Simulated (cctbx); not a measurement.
# Resonant diffraction in Cd5FePd

Space group P-1 (no. 2), a = 5.8450 Å, b = 6.8490 Å, c = 7.6640 Å, α = 83.04°, β = 69.45°, γ = 89.66°.

| atom | mult. | x | y | z | Ueq (Å²) |
| --- | --- | --- | --- | --- | --- |
| Cd1 | 2 | 0.4191 | 0.2571 | 0.9904 | 0.0156 |
| Cd2 | 2 | 0.6403 | 0.3110 | 0.5613 | 0.0174 |
| Cd3 | 2 | 0.2026 | 0.1745 | 0.4371 | 0.0269 |
| Cd4 | 2 | 0.9664 | 0.4238 | 0.8208 | 0.0369 |
| Cd5 | 2 | 0.7899 | 0.0734 | 0.1830 | 0.0332 |
| Pd1 | 2 | 0.8112 | 0.0715 | 0.7868 | 0.0244 |
| Fe1 | 2 | 0.6064 | 0.4240 | 0.2123 | 0.0251 |

The model is made up (kin elements in a known structure type, no relaxation), so it says nothing on whether the phase exists.

Calculated with cctbx: free-atom f′ and f″ from the Sasaki tables, no fine structure; amplitudes in electrons.

```
E (eV)  F 1 -1 0  F 1 1 1  F 1 0 1  F 1 1 2
 23750       3.8     28.3     43.2      2.0
 24100       3.9     27.5     42.0      3.1
 24230       4.0     26.9     40.9      4.3
 24290       4.1     26.3     39.8      5.5
 24320       4.2     25.7     38.8      6.6
 24335       4.3     25.1     37.8      7.8
 24342       4.3     24.6     36.9      8.8
 24346       4.4     24.0     36.0      9.9
 24354       4.5     23.3     34.8     13.0
 24358       4.4     24.3     36.6     11.2
 24365       4.3     25.1     37.8     10.0
 24380       4.2     25.8     39.0      8.9
 24410       4.1     26.5     40.2      7.9
 24500       4.0     27.4     41.7      6.7
 24750       3.9     28.3     43.3      5.8
```

**Question.** Which edge is crossed, and why do the reflections move as they do?

The K edge of Pd. The edge is at 24350 eV. f′ of Pd falls from -4.7 e at 24230 eV to -7.8 e at 4 eV below it, and f″ steps from 0.55 to 3.63 e across it. Over that approach |F| changes by +10 % (1 -1 0), -11 % (1 1 1), -12 % (1 0 1) and +130 % (1 1 2): a reflection falls where Pd scatters in phase with the total and rises where it scatters against it; it hardly moves where the Pd term is small or cancels by symmetry. Above the edge the larger f″ enters the imaginary part, where it can add to or cancel the other atoms' f″. The structure is centrosymmetric, so Friedel mates stay equal.

[Logs are printed without paths, hosts, clocks, repeated set-up lines and the standing remarks that a program may print on its own settings, such as how far it seeks lower states.]
